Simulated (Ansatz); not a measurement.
**A convergence test on Sr2SiS4 (P2_1/m): k mesh of the density**

Aim: see how gap, energy and time of Sr2SiS4 (P2_1/m) follow the k mesh of the density.

Method: DFT, r2SCAN, plane waves, PAW, in Ansatz 0.2.0.

## (1) Set-up

The structure is monoclinic, space group P2_1/m (No. 11). Conventional cell: a = 6.609 Å, b = 6.660 Å, c = 8.262 Å, α = 90.00°, β = 108.22°, γ = 90.00°. Sr has 9 S at 2.96 to 3.80 Å and 4 Si at 3.51 to 3.93 Å nearest. Nearest to Sr lie 8 S at 3.04 to 3.46 Å and 3 Si at 3.71 to 3.89 Å. Nearest to Si lie 4 S at 2.12 to 2.13 Å and 7 Sr at 3.51 to 3.93 Å. S has 1 Si at 2.12 Å and 5 Sr at 3.03 to 3.80 Å nearest. S has 1 Si at 2.13 Å and 4 Sr at 2.96 to 3.46 Å nearest. Nearest to S lie 1 Si at 2.12 Å and 4 Sr at 3.01 to 3.13 Å. Farther neighbours, and contacts between anions beyond the nearest, are not listed.

The cell and positions are those that the Materials Project relaxed with its own functionals (PBE, PBE+U or r2SCAN), kept fixed. The default PAW set here is soft_2. Its files were made with PBE.

## (2) k mesh of the density: 2×2×2

input.yaml reads:

```yaml
crystal:
  lattice:
    - [6.6087392105, 0.0, 0.0]
    - [0.0, 6.65954238, 0.0]
    - [-2.5827482587, 0.0, 7.848229828]
  atoms:
    - { symbol: Sr, position: [0.2836712, 0.75, 0.95180912] }
    - { symbol: Sr, position: [0.7163288, 0.25, 0.04819088] }
    - { symbol: Sr, position: [0.2248299, 0.75, 0.42926377] }
    - { symbol: Sr, position: [0.7751701, 0.25, 0.57073623] }
    - { symbol: Si, position: [0.72130103, 0.75, 0.7968462] }
    - { symbol: Si, position: [0.27869897, 0.25, 0.2031538] }
    - { symbol: S, position: [0.88645343, 0.75, 0.06157594] }
    - { symbol: S, position: [0.11354657, 0.25, 0.93842406] }
    - { symbol: S, position: [0.91690048, 0.75, 0.63566798] }
    - { symbol: S, position: [0.08309952, 0.25, 0.36433202] }
    - { symbol: S, position: [0.51038414, 0.50196672, 0.7372482] }
    - { symbol: S, position: [0.48961586, 0.00196672, 0.2627518] }
    - { symbol: S, position: [0.48961586, 0.49803328, 0.2627518] }
    - { symbol: S, position: [0.51038414, 0.99803328, 0.7372482] }
kpoints:
  mp_grid: { grid: [2, 2, 2] }
  band_path:
    path:
      - [0.0, 0.0, 0.0]
      - [0.0, 0.5, 0.0]
      - [0.0, 0.5, 0.5]
      - [0.0, 0.0, 0.5]
      - [-0.5, 0.0, 0.5]
      - [-0.5, 0.5, 0.5]
      - [-0.5, 0.5, 0.0]
      - [-0.5, 0.0, 0.0]
    npoints: 1
hamiltonian:
  xc: r2scan
scf:
  occupations: { method: fixed }
  n_extra_bands: 8
output:
  eigenvalues: true
  forces: true
  stress: true
```

Launch:

```bash
$ ansatz run input.yaml --threads 24 --pin off --max-ram 82944MiB --backend cuda --events-out ev --progress --plain --runs-dir out --devices 1 --max-vram 78GiB
```

Standard output:

```text
scf.n_extra_bands = 8 over 48 filled bands (N_el = 96.0): the run solves 56 bands
GPUs: using 1 of 1 available (devices: 1).
Engine: ansatz 0.2.0, aarch64-unknown-linux-gnu
Pseudopotentials: kind: paw
Pseudopotential: Sr, paw, valence charge 10, recommended cutoff 500 eV (meta_gga), Sr.paw.azcp
Pseudopotential: Si, paw, valence charge 4, recommended cutoff 500 eV (meta_gga), Si.paw.azcp
Pseudopotential: S, paw, valence charge 6, recommended cutoff 500 eV (meta_gga), S.paw.azcp
Functional definition: r2SCAN
  parameter k0 = 0.174
  parameter k1 = 0.065
  parameter a1 = 4.9479
  exchange = r2scan_x(k0 = k0, k1 = k1, a1 = a1)
  correlation = r2scan_c
device memory: the entry about to start is reckoned to put 10.2 GiB on a device that reports 111.4 GiB free (of which the cap on the GPU budget leaves the run 78.0 GiB)
GPU FFT provider: cuFFT
GPU libraries: cuBLAS 13.8.1, cuFFT 12.4.0, cuSOLVER 12.3.2
GPU matrix products: emulated (plane waves: as basis.precision tells), large ones in fixed point in workspaces of 1.00 GiB
Crystal: 14 atoms, lattice volume = 345.410 Å³
Basis set: ecut = 500 eV, 8735 PW (Γ), exchange–correlation on 200×200×256 points (64 copies of the dense FFT grid, shifted against one another)
Bands: 56, of which v1, the nominal top of the filled ones, is band 48 counted from 1 (47 counted from 0)
Symmetry: 4 space group operations
Space group: P21/m (ITA 11), of the structure as read, at distance tolerance 7.0e-5 Å
k-points: 8
Non-local potential: Sr, projectors of the file, l = 0: 3, l = 1: 2, l = 2: 2
Non-local potential: Si, projectors of the file, l = 0: 2, l = 1: 2, l = 2: 2
Non-local potential: S, projectors of the file, l = 0: 2, l = 1: 2, l = 2: 2
PAW form: soft (Blöchl's): semilocal exchange-correlation on the pseudo side does not see the compensation charge
PAW frozen core: Sr, regenerated for the run's functional (the file was generated under x = pbe(κ = 0.804, μ = 0.219515), c = pbe(β = 0.066725))
PAW frozen core: Si, regenerated for the run's functional (the file was generated under x = pbe(κ = 0.804, μ = 0.219515), c = pbe(β = 0.066725))
PAW frozen core: S, regenerated for the run's functional (the file was generated under x = pbe(κ = 0.804, μ = 0.219515), c = pbe(β = 0.066725))
PAW one-centre angular grid: Sr, 302 points (default); XC on 160 Gauss nodes
PAW one-centre angular grid: Si, 302 points (default); XC on 160 Gauss nodes
PAW one-centre angular grid: S, 302 points (default); XC on 160 Gauss nodes
Initial density: superposition of atomic densities (neutral atoms: chi_scale 0, normalization atom), corrected by the library's trained network
Initial wavefunctions: pseudopotential atomic-orbital guess
GPU buffer pool allocated for 160000 grid points (all kernels)
GPU transforms: local potential and band sums: pruned to the plane-wave sphere, on 50×50×64
Functional: x = r2scan, c = r2scan; τ floored in thin density (d = 2e-4 eV/Å³)
SCF iter   1: F=—  HF=-22770.275414 eV  |F-HF|=—  |Δ(HF+E_count)|=         —  Δρ=4.37e-3  dr2=6.83e-2  dr2_τ=1.34e-1  ethr=1.77e-3  ⟨swp⟩=7.8  Hψ=1897  notcnv=0  defer=43
preconditioner: auto → Resta (q_TF=auto, 2.204 Å⁻¹)  ε∞=3.1  [insulator: Δε(μ)=3.415 eV  Ē_g=12.824 eV  n_scr=64 (ndim 8)  ℏωp=18.7 eV  f_vac=0.008  ε∞_Penn≈3.1]
SCF iter   2: F=—  HF=-22770.528354 eV  |F-HF|=—  |Δ(HF+E_count)|=   2.53e-1  Δρ=2.66e-3  dr2=1.75e-2  dr2_τ=8.31e-4  ethr=7.12e-5  ⟨swp⟩=4.0  Hψ=1158  notcnv=0  defer=48
SCF iter   3: F=—  HF=-22770.525769 eV  |F-HF|=—  |Δ(HF+E_count)|=   2.59e-3  Δρ=4.27e-4  dr2=1.09e-3  dr2_τ=1.25e-4  ethr=1.82e-5  ⟨swp⟩=3.9  Hψ=773  notcnv=0  defer=48
SCF iter   4: F=—  HF=-22770.525598 eV  |F-HF|=—  |Δ(HF+E_count)|=   1.71e-4  Δρ=1.12e-4  dr2=4.68e-5  dr2_τ=2.37e-6  ethr=1.13e-6  ⟨swp⟩=2.4  Hψ=712  notcnv=0  defer=48
SCF iter   5: F=—  HF=-22770.525306 eV  |F-HF|=—  |Δ(HF+E_count)|=   2.92e-4  Δρ=3.15e-5  dr2=4.47e-6  dr2_τ=3.85e-7  ethr=4.88e-8  ⟨swp⟩=2.2  Hψ=722  notcnv=0  defer=48
SCF iter   6: F=—  HF=-22770.525308 eV  |F-HF|=—  |Δ(HF+E_count)|=   1.97e-6  Δρ=8.24e-6  dr2=3.67e-7  dr2_τ=4.33e-8  ethr=4.66e-9  ⟨swp⟩=2.1  Hψ=805  notcnv=0  defer=48
SCF iter   7: F=-22770.525308 eV  HF=-22770.525308 eV  |F-HF|=4.19e-9  |Δ(HF+E_count)|=   5.90e-8  Δρ=2.31e-6  dr2=3.59e-8  dr2_τ=1.94e-9  ethr=1.04e-10  ⟨swp⟩=21.6  Hψ=3262  notcnv=0
SCF 1 converged in 7 iterations: F = -22770.525308 eV  dr2 = 3.59e-8
[...]
device memory: the entry about to start is reckoned to put 6.3 GiB on a device that reports 111.3 GiB free (of which the cap on the GPU budget leaves the run 78.0 GiB)
NSCF: frozen V_eff on 8 k-points
SCF converged after 7 iterations
Free energy (F): -22770.525308 eV
Harris-Foulkes:  -22770.525308 eV  (|F-HF|=4.19e-9)
Internal energy: -22770.525308 eV  (E = F + TS)
E sigma→0 (E₀):  -22770.525308 eV
Fermi energy:    5.282692 eV
--- Per-component energies (eV) ---
  E_band       = -478.971613
  E_kinetic    = 1929.404575
  E_local      = -3757.645280  (includes V_loc(G=0)·N_el)
  E_nonlocal   = 1076.515688
  E_hartree    = 992.945497
  E_xc         = -1500.332861
  E_vxc        = -1579.367327  (∫ρ·V_xc dr)
  E_paw        = -16777.499417  (= ΣΔE_a)
  E_vpaw       = -212.055528  (= ΣTr[D̂ρ^β])
  E_aug_tail   = 0.000013  (compensation charges beyond the density's cutoff)
  E_vtau       = 78.281695  (kinetic-family band-sum trace: ∫τ·v_τ [+ j·A + Jᵃ·Aᵃ] dr)
  E_ewald      = -4732.298378
  E_core_change = -1.615146  (= ΣΔE_core)
  E_smearing   = -0.000000  (= −TS)
  E_closure    = 0.000000  (closes the sum)
  Σ components = -22770.525308   (vs F -22770.525308, Δ=0.00e0)
--- Forces (eV/Å), atoms counted from 1 ---
  atom   1  Sr     0.00660462     0.00000000    -0.00377297
  atom   2  Sr    -0.00660462    -0.00000000     0.00377297
  atom   3  Sr     0.01198433    -0.00000000     0.00401207
  atom   4  Sr    -0.01198433     0.00000000    -0.00401207
  atom   5  Si    -0.02900541     0.00000000    -0.00184903
  atom   6  Si     0.02900541    -0.00000000     0.00184903
  atom   7  S      0.00537122    -0.00000000     0.02273899
  atom   8  S     -0.00537122     0.00000000    -0.02273899
  atom   9  S      0.03563826     0.00000000    -0.02056414
  atom  10  S     -0.03563826    -0.00000000     0.02056414
  atom  11  S      0.00353531     0.01521210     0.00382529
  atom  12  S     -0.00353531     0.01521210    -0.00382529
  atom  13  S     -0.00353531    -0.01521210    -0.00382529
  atom  14  S      0.00353531    -0.01521210     0.00382529
  max |Σ_I F_I| component: 8.67e-19 eV/Å
--- Stress (GPa, compression-positive) ---
       -0.034475       0.000000      -0.007688
        0.000000       0.289566       0.000000
       -0.007687       0.000000      -0.012472
  P = ⅓ Tr σ = 0.0809 GPa (0.809 kbar)
--- Band table (eV; the first three rows and the last of 8) ---
  k-point 0: bands = [... 44 lower, 4.7806, 4.9650, 5.0800, 5.2827, 9.1909, 9.4389, 9.5384, 9.7756, ... 4 higher]
  k-point 1: bands = [... 44 lower, 4.6742, 4.8413, 5.0339, 5.1877, 9.3451, 9.5909, 9.6499, 9.7979, ... 4 higher]
  k-point 2: bands = [... 44 lower, 4.4662, 4.4662, 4.9034, 4.9034, 9.5582, 9.5582, 10.0157, 10.0157, ... 4 higher]
  k-point 7: bands = [... 44 lower, 4.5838, 4.5838, 4.6918, 4.6918, 9.9845, 9.9845, 10.0826, 10.0826, ... 4 higher]
```

Elapsed: 1.4 s, on 1 × NVIDIA GB200 (shared by 2 runs) with 24 threads of Arm Neoverse V2, shared host; peak memory 1.3 GiB; 6 s of CPU time.

Reading the cycles: dr2 is the Hartree energy of the density residual (eV), the measure of convergence; HF is the Harris–Foulkes estimate of the energy, which meets the free energy F at convergence.

This step gave:

```
pressure             : 0.08087 GPa
gap                  : 3.399 eV
valence top at       : Γ
conduction bottom at : Y_2
least direct gap     : 3.567 eV
```

The gap is indirect, with the least direct gap 0.17 eV higher.

## (3) k mesh of the density: 4×4×4 (the default)

Edit input.yaml of step 2 so:

```diff
@@ -21,3 +21,3 @@
 kpoints:
-  mp_grid: { grid: [2, 2, 2] }
+  mp_grid: { grid: [4, 4, 4] }
   band_path:
@@ -28,7 +28,10 @@
       - [0.0, 0.0, 0.5]
+      - [0.0, 0.0, 0.0]
       - [-0.5, 0.0, 0.5]
       - [-0.5, 0.5, 0.5]
+      - [0.0, 0.5, 0.0]
       - [-0.5, 0.5, 0.0]
       - [-0.5, 0.0, 0.0]
-    npoints: 1
+      - [0.0, 0.0, 0.0]
+    npoints: 10
 hamiltonian:
@@ -36,3 +39,3 @@
 scf:
-  occupations: { method: fixed }
+  occupations: { method: fermi_dirac, width: 0.02 }
   n_extra_bands: 8
```

Standard output:

```text
[...]
GPUs: using 1 of 1 available (devices: 1).
[...]
GPU FFT provider: cuFFT
GPU libraries: cuBLAS 13.8.1, cuFFT 12.4.0, cuSOLVER 12.3.2
[...]
Crystal: 14 atoms, lattice volume = 345.410 Å³
Basis set: ecut = 500 eV, 8735 PW (Γ), exchange–correlation on 200×200×256 points (64 copies of the dense FFT grid, shifted against one another)
[...]
k-point 0: bands = [... 44 lower, 4.7771, 4.9596, 5.0741, 5.2773, 9.1886, 9.4366, 9.5368, 9.7738, ... 4 higher]
  k-point 1: bands = [... 44 lower, 4.7678, 4.9718, 5.0120, 5.2173, 9.2704, 9.5257, 9.6089, 9.7997, ... 4 higher]
  k-point 2: bands = [... 44 lower, 4.6695, 4.8360, 5.0287, 5.1822, 9.3437, 9.5887, 9.6488, 9.7963, ... 4 higher]
  k-point 29: bands = [... 44 lower, 4.5787, 4.5787, 4.6865, 4.6865, 9.9831, 9.9831, 10.0818, 10.0818, ... 4 higher]
[key lines of the parts left out:]
SCF converged after 7 iterations
Free energy (F): -22770.616040 eV
Fermi energy:    6.985711 eV
P = ⅓ Tr σ = 0.0022 GPa (0.022 kbar)
```

The job ended after 3.1 s (1 × NVIDIA GB200 (shared by 2 runs) with 24 threads; peak memory 1.4 GiB; 8.7 s of CPU time).

Read from the output:

| Property | Result |
| --- | --- |
| pressure | 0.002169 GPa |
| gap | 3.405 eV |
| valence top at | Γ |
| conduction bottom at | Y_2 |
| least direct gap | 3.573 eV |

The gap is 3.405 eV, +0.005 eV from the run before at this level.

## (4) k mesh of the density: 6×6×4

Edit input.yaml of step 3 so:

```diff
@@ -21,3 +21,3 @@
 kpoints:
-  mp_grid: { grid: [4, 4, 4] }
+  mp_grid: { grid: [6, 6, 4] }
   band_path:
@@ -28,10 +28,7 @@
       - [0.0, 0.0, 0.5]
-      - [0.0, 0.0, 0.0]
       - [-0.5, 0.0, 0.5]
       - [-0.5, 0.5, 0.5]
-      - [0.0, 0.5, 0.0]
       - [-0.5, 0.5, 0.0]
       - [-0.5, 0.0, 0.0]
-      - [0.0, 0.0, 0.0]
-    npoints: 10
+    npoints: 1
 hamiltonian:
@@ -39,3 +36,3 @@
 scf:
-  occupations: { method: fermi_dirac, width: 0.02 }
+  occupations: { method: fixed }
   n_extra_bands: 8
```

Standard output:

```text
[...]
GPUs: using 1 of 1 available (devices: 1).
[...]
GPU FFT provider: cuFFT
GPU libraries: cuBLAS 13.8.1, cuFFT 12.4.0, cuSOLVER 12.3.2
[...]
Crystal: 14 atoms, lattice volume = 345.410 Å³
Basis set: ecut = 500 eV, 8735 PW (Γ), exchange–correlation on 200×200×256 points (64 copies of the dense FFT grid, shifted against one another)
[...]
k-point 0: bands = [... 44 lower, 4.7771, 4.9595, 5.0740, 5.2773, 9.1886, 9.4366, 9.5368, 9.7737, ... 4 higher]
  k-point 1: bands = [... 44 lower, 4.7677, 4.9717, 5.0119, 5.2172, 9.2704, 9.5256, 9.6089, 9.7996, ... 4 higher]
  k-point 2: bands = [... 44 lower, 4.6694, 4.8359, 5.0286, 5.1821, 9.3437, 9.5886, 9.6487, 9.7963, ... 4 higher]
  k-point 55: bands = [... 44 lower, 4.5787, 4.5787, 4.6865, 4.6865, 9.9831, 9.9831, 10.0818, 10.0818, ... 4 higher]
[key lines of the parts left out:]
SCF converged after 7 iterations
Free energy (F): -22770.616616 eV
Fermi energy:    5.277276 eV
P = ⅓ Tr σ = 0.0013 GPa (0.013 kbar)
```

The job ended after 2.7 s (1 × NVIDIA GB200 (shared by 2 runs) with 24 threads; peak memory 1.2 GiB; 8 s of CPU time).

Read from the output:

- pressure: 0.001295 GPa
- gap: 3.405 eV
- valence top at: Γ
- conduction bottom at: Y_2
- least direct gap: 3.573 eV

The gap is 3.405 eV, as in the run before at this level.

## (5) The series

Differences are against the last row; a negative gap means that bands overlap, and a run with a band path holds that path's time. Times are wall times on 1 × NVIDIA GB200 (shared by 2 runs) with 24 threads of Arm Neoverse V2, shared host, good to a factor of about two.

| k mesh of the density | gap (eV) | direct gap (eV) | gap error (eV) | energy error (meV/atom) | irreducible k | time |
| --- | --- | --- | --- | --- | --- | --- |
| 2×2×2 | 3.399 | 3.567 | −0.005 | +6.5 | 8 | 1.4 s |
| 4×4×4 | 3.405 | 3.573 | +0.000 | +0.0 | 30 | 3.1 s |
| 6×6×4 | 3.405 | 3.573 | +0.000 | +0.0 | 56 | 2.7 s |

## (6) Results

```json
{"2×2×2": "3.399 eV", "4×4×4": "3.405 eV", "6×6×4": "3.405 eV"}
```

In words: The gap holds to 0.02 eV from 2×2×2 on, the cheapest setting tried. At 2×2×2 the gap is off by −0.005 eV and the energy by +7 meV/atom. The gap is read over the mesh and added points near the edges, so meshes differ mainly through the density and, for a hybrid, the exchange operator.

[Long decimals in the printed logs are rounded to 6 places.]

[Logs are printed without paths, hosts, clocks, repeated set-up lines and the standing remarks that a program may print on its own settings, such as how far it seeks lower states.]

[Paths, hosts, dates, memory and timing lines, banners, echoed tables and standing remarks are left out of the program output; an Ansatz launch command may be rebuilt from the run's recorded settings. Measured values are a selection of at most five: reports struck by readers or far from the other reports are left out. None is set beside runs whose start may be inverted or whose files or cutoffs have a known fault.]

[Runs of the session that timed out or met a known fault of the program may be left out.]

[Cells called generated may have been cut or substituted from an entry of the Crystallography Open Database or the Materials Project.]

[Hosts, paths, dates, database ids (printed as entryN), source tags and the programs' standing remarks are cut or masked in the printed files.]

[Where the starting crystal was built by hand or by swapping elements, it need not be the compound's stable phase.]
